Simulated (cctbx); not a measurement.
## A crystallographic session in cctbx: Ce4Se3O3

Library: cctbx 2025.11.

## 1. Energy scan

run.py:

```python
from cctbx import adptbx, crystal, miller, xray
from cctbx.array_family import flex
from cctbx.eltbx import sasaki

cs = crystal.symmetry(unit_cell=(3.76, 10.413, 10.738, 90, 90, 90), space_group_symbol='Hall: P 2c -2')  # Pmc2_1
atoms = [  # label, site, U (iso, or U11 U22 U33 U12 U13 U23 in A^2), occupancy
    ("Ce1", (0.5, 0.4097, 0.9857), (0.0032, 0.0031, 0.0028, 0.0000, 0.0000, -0.0003), 1),
    ("Ce2", (0, 0.0765, 0.0165), (0.0037, 0.0034, 0.0021, 0.0000, 0.0000, -0.0009), 1),
    ("Ce3", (0, 0.7139, 0.8411), (0.0025, 0.0027, 0.0021, 0.0000, 0.0000, -0.0000), 1),
    ("Ce4", (0.5, 0.7883, 0.1579), (0.0030, 0.0041, 0.0026, 0.0000, 0.0000, -0.0001), 1),
    ("Se1", (0.5, 0.8862, 0.9473), (0.0031, 0.0036, 0.0053, 0.0000, 0.0000, 0.0005), 1),
    ("Se2", (0, 0.6153, 0.0576), (0.0016, 0.0016, 0.0019, 0.0000, 0.0000, -0.0002), 1),
    ("Se3", (0.5, 0.547, 0.7794), (0.0041, 0.0051, 0.0046, 0.0000, 0.0000, 0.0005), 1),
    ("O1", (0, 0.935, 0.21), (0.0058, 0.0045, 0.0059, 0.0000, 0.0000, 0.0010), 1),
    ("O2", (0, 0.3017, 0.8804), (0.0047, 0.0038, 0.0034, 0.0000, 0.0000, 0.0001), 1),
    ("O3", (0.5, 0.1967, 0.1202), (0.0049, 0.0061, 0.0057, 0.0000, 0.0000, 0.0006), 1),
]
xs = xray.structure(crystal_symmetry=cs)
for label, site, u, occ in atoms:
    u = adptbx.u_cif_as_u_star(cs.unit_cell(), u) if isinstance(u, tuple) else u
    xs.add_scatterer(xray.scatterer(label, site=site, u=u, occupancy=occ))
hkl = [(0, 2, 1), (0, 1, 0), (0, 3, 0), (0, 1, 3)]
ms = miller.set(cs, flex.miller_index(hkl + [tuple(-v for v in h) for h in hkl]), anomalous_flag=True)
print("E (eV)    f'(Se)   f''   " + "".join("%16s" % ("|F|" + " ".join(map(str, h))) for h in hkl))
for e in [12058, 12408, 12538, 12598, 12628, 12643, 12650, 12654, 12662, 12666, 12673, 12688, 12718, 12808, 13058]:
    xs.set_inelastic_form_factors(12398.42 / e, "sasaki")
    t = sasaki.table("Se").at_ev(e)
    f = flex.abs(ms.structure_factors_from_scatterers(xs, algorithm="direct").f_calc().data())
    n = len(hkl)
    print("%7.0f %7.2f %6.2f  " % (e, t.fp(), t.fdp()) + "".join("%9.1f/%6.1f" % (f[k], f[k + n]) for k in range(n)))
```

```console
$ python run.py
```

```text
E (eV)    f'(Se)   f''           |F|0 2 1        |F|0 1 0        |F|0 3 0        |F|0 1 3
  12058   -2.69   0.55       53.3/  53.1     37.3/  37.3      5.6/   5.6    244.8/ 246.9
  12408   -3.52   0.52       53.5/  53.4     35.8/  35.8      4.6/   4.6    245.7/ 247.6
  12538   -4.22   0.51       53.7/  53.6     34.4/  34.4      3.8/   3.8    246.4/ 248.2
  12598   -4.92   0.50       53.8/  53.8     33.1/  33.1      3.0/   3.0    247.2/ 248.8
  12628   -5.63   0.50       54.0/  54.0     31.8/  31.8      2.3/   2.3    247.9/ 249.4
  12643   -6.34   0.50       54.2/  54.2     30.4/  30.4      1.8/   1.8    248.6/ 250.1
  12650   -6.96   0.50       54.4/  54.4     29.2/  29.2      1.5/   1.5    249.3/ 250.7
  12654   -7.62   0.50       54.5/  54.6     28.0/  28.0      1.6/   1.6    250.0/ 251.3
  12662   -7.96   3.84       54.1/  55.1     28.2/  28.2      2.7/   2.7    252.1/ 249.2
  12666   -7.12   3.84       53.8/  54.8     29.7/  29.7      2.5/   2.5    251.2/ 248.4
  12673   -6.40   3.83       53.6/  54.6     31.0/  31.0      2.7/   2.7    250.4/ 247.8
  12688   -5.63   3.82       53.4/  54.4     32.5/  32.5      3.1/   3.1    249.6/ 247.1
  12718   -4.86   3.81       53.2/  54.2     33.9/  33.9      3.7/   3.7    248.8/ 246.3
  12808   -3.84   3.75       53.0/  53.8     35.8/  35.8      4.7/   4.7    247.7/ 245.4
  13058   -2.72   3.60       52.7/  53.5     37.8/  37.8      5.8/   5.8    246.4/ 244.4
```

It took 0.41 s on 1 thread of Arm Neoverse N1, on a shared host, peak memory 0.07 GiB.

[Logs are printed without paths, hosts, clocks, repeated set-up lines and the standing remarks that a program may print on its own settings, such as how far it seeks lower states.]
